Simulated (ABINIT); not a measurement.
An input for ABINIT 10.8.3 (InP (F-43m)):

```
acell 3*1.0 Angstrom
rprim 
  0.000000000000 2.930500000000 2.930500000000
  2.930500000000 -0.000000000000 2.930500000000
  2.930500000000 2.930500000000 0.000000000000
ntypat 2
znucl 49 15
natom 2
typat 1 2
xred 
  0.000000000000 0.000000000000 0.000000000000
  0.250000000000 0.250000000000 0.250000000000
pp_dirpath "pseudos"
pseudos "In.upf, P.upf"
ecut 33
ngkpt 6 6 6
nshiftk 1
shiftk 0 0 0
kptopt 1
chksymbreak 0
istwfk *1
occopt 1
irdwfk 1
optdriver 3
nband 144
ecuteps 6
inclvkb 2
awtr 1
symchi 1
indata_prefix "in"
outdata_prefix "out"
tmpdata_prefix "tmp"
```

The database entry behind the starting cell differs from later determinations by our own check (0.1 to 0.3 % short, probably kX units), so it need not match the best structure at ambient conditions.

```sh
OMP_NUM_THREADS=1 mpirun -n 8 abinit run.abi > log
```

How long will it take on 8 MPI ranks of Intel Xeon Platinum 8488C (Sapphire Rapids), shared host, and how much memory?

It took 2.8 min; on shared hardware allow 85 s to 5.7 min. Peak host memory was 2.7 GiB.

[Paths, hosts, dates, memory and timing lines, banners, echoed tables and standing remarks are left out of the program output.]

[Logs are printed without paths, hosts, clocks, repeated set-up lines and the standing remarks that a program may print on its own settings, such as how far it seeks lower states.]

[Runs of the session that timed out or met a known fault of the program may be left out.]

[Hosts, paths, dates, database ids (printed as entryN), source tags and the programs' standing remarks are cut or masked in the printed files.]

[G0W0 gaps are taken among the corrected bands and points alone; a level outside them can change the order at an edge.]

[Where Ansatz stands beside ABINIT at settings called matched, ABINIT's density can come from a denser mesh and the files from another edition; pairs whose starting gaps differed by over 0.03 eV were left out, so agreement reads better than it is.]
